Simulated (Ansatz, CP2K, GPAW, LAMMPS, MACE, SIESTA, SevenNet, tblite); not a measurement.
**Other levels on liquid Cu at 1420 K (97 atoms)**

Density of this cell: 7.97 g/cm³. The cell holds 97 atoms: 97 Cu. Its edges and angles: a = 10.871 Å, b = 10.871 Å, c = 10.871 Å, α = 90.0°, β = 90.0°, γ = 90.0°. 97 atoms (97 Cu) placed at random at 7.97 g/cm³, melted at 1920 K for 20 ps at fixed volume with the EAM Cu potential (Mishin et al., Phys. Rev. B 63, 224106 (2001)). Snapshot at the end of a hold of 20 ps at 1420 K and fixed volume.

Geometry: as built.

The reference, a calculation:

```
method                 : Kohn-Sham DFT, PBE, PAW, plane waves (Ansatz 0.2.0); cutoff 420 eV, Γ point, fermi-dirac smearing of 0.05 eV; PAW set soft_2
r.m.s. force component : 0.8401 eV/Å
longest force          : 3.937 eV/Å
pressure               : 2.195 GPa
SCF cycles             : 12
time                   : 64 s on 4 threads of Intel Xeon 6975P-C (Granite Rapids), shared host
CPU time               : 4 min
```

In doubt: a PseudoDojo file used here is known to give poor structures and forces (SIESTA), which bears on pressures, cells, forces and phonons.

**Question.** The same geometry is run in other programs. How far does each lie from the reference, and what does it cost?
- SIESTA PBE, DZP, shift 0.01 Ry, mesh 500 Ry (SIESTA 5.4.2; 4 MPI ranks)
- GPAW PBE, LCAO dzp, h 0.2 Å (GPAW 26.7.0; 1 thread)
- GPAW LDA, LCAO dzp, h 0.2 Å (GPAW 26.7.0; 1 thread)
- GPAW PBE, LCAO dzp, h 0.2 Å, other mixer settings (GPAW 26.7.0; 2 MPI ranks)
- CP2K PBE, DZVP-MOLOPT-SR, 800/50 Ry, diagonalisation (CP2K 2026.2; 2 threads)
- GPAW PBE, LCAO szp(dzp), h 0.2 Å (GPAW 26.7.0; 1 thread)
- SevenNet 0 potential (SevenNet 0; 1 thread)
- SIESTA PBE, SZP, shift 0.01 Ry, mesh 500 Ry (SIESTA 5.4.2; 4 MPI ranks)
- MACE MP-0b2 small potential (MACE MP-0b2 small; 1 thread)
- GPAW PBE, LCAO dzp, h 0.25 Å (GPAW 26.7.0; 1 thread)

Differences are against the plane-wave reference, forces as r.m.s. over components; share is that over the reference's r.m.s. force, slope the least-squares factor from reference forces to these. Total energies of different programs have different zeros and aren't compared.

| run | Δ force, r.m.s. (meV/Å) | share (%) | slope | Δ pressure (GPa) | cores | CPU time | memory (GiB) |
| --- | --- | --- | --- | --- | --- | --- | --- |
| reference | - | - | - | - | 4 | 4 min | 3.4 |
| SIESTA PBE, DZP, shift 0.01 Ry, mesh 500 Ry | 88.7 | 10.6 | 1.005 | -4.71 | 4 | 14 min | 2.6 |
| GPAW PBE, LCAO dzp, h 0.2 Å | 65.2 | 7.76 | 1.070 | - | 1 | 7.7 min | 1.9 |
| GPAW LDA, LCAO dzp, h 0.2 Å | 96.4 | 11.5 | 0.914 | - | 1 | 6.9 min | 1.9 |
| GPAW PBE, LCAO dzp, h 0.2 Å, other mixer settings | 64.7 | 7.70 | 1.069 | - | 2 | 11 min | 2.3 |
| CP2K PBE, DZVP-MOLOPT-SR, 800/50 Ry, diagonalisation | 44.5 | 5.3 | 1.048 | 2.41 | 2 | 34 min | 7.0 |
| GPAW PBE, LCAO szp(dzp), h 0.2 Å (coarse) | 159 | 18.9 | 1.162 | - | 1 | 7.3 min | 1.9 |
| SevenNet 0 potential | 109 | 12.9 | 0.973 | -2.12 | 1 | 11 s | 1.0 |
| SIESTA PBE, SZP, shift 0.01 Ry, mesh 500 Ry (coarse) | 65.6 | 7.81 | 1.036 | -9.49 | 4 | 11 min | 2.3 |
| MACE MP-0b2 small potential | 94.3 | 11.2 | 0.982 | -1.05 | 1 | 7.2 s | 0.68 |
| GPAW PBE, LCAO dzp, h 0.25 Å (coarse) | 67.2 | 7.99 | 1.069 | - | 1 | 5 min | 1.1 |

Rows marked coarse were listed beforehand as settings not expected to be converged; some can still land near the reference.

Times of the machine-learned potentials are mostly Python's start and the loading of weights.

CPU time is summed over cores on a shared host, where runs went side by side, so it is rough. Symmetry, cutoffs, thresholds, outputs and thread counts weren't matched or tuned between programs; memory under MPI is the largest rank's times the ranks.

The PBE runs in local orbitals, coarse settings apart, differ by 5.3 % (CP2K PBE, DZVP-MOLOPT-SR, 800/50 Ry, diagonalisation) to 11 % (SIESTA PBE, DZP, shift 0.01 Ry, mesh 500 Ry); basis, grid and potentials can all enter. Machine-learned potentials differ by 11 % (MACE MP-0b2 small potential) to 13 % (SevenNet 0 potential); they were trained on other programs' data. Rows with another functional or a dispersion term differ by 11 % (GPAW LDA, LCAO dzp, h 0.2 Å), which mixes the change of model with differences of basis and potentials. Runs with settings chosen to be coarse differ by 7.8 % (SIESTA PBE, SZP, shift 0.01 Ry, mesh 500 Ry) to 19 % (GPAW PBE, LCAO szp(dzp), h 0.2 Å), their programs' other errors included. The electron count is odd in these runs, and they have no spin polarisation, so the unpaired electron is spread evenly over both spins. Machine-learned potentials mimic data converged in k, so the reference's own k-point error enters their differences. The network of bonds at the start is that of the classical potential that made the cell, and needn't be the one that DFT or experiment would give. The electron count is odd and the run has no spin polarisation, so levels at the top are partly filled by construction. The electronic-structure runs sample only Γ, in a cell whose shortest periodic width is 11 Å, which is coarse for a cell with partly filled levels.

[Logs are printed without paths, hosts, clocks, repeated set-up lines and the standing remarks that a program may print on its own settings, such as how far it seeks lower states.]

[Hosts, paths, dates, database ids (printed as entryN), source tags and the programs' standing remarks are cut or masked in the printed files.]
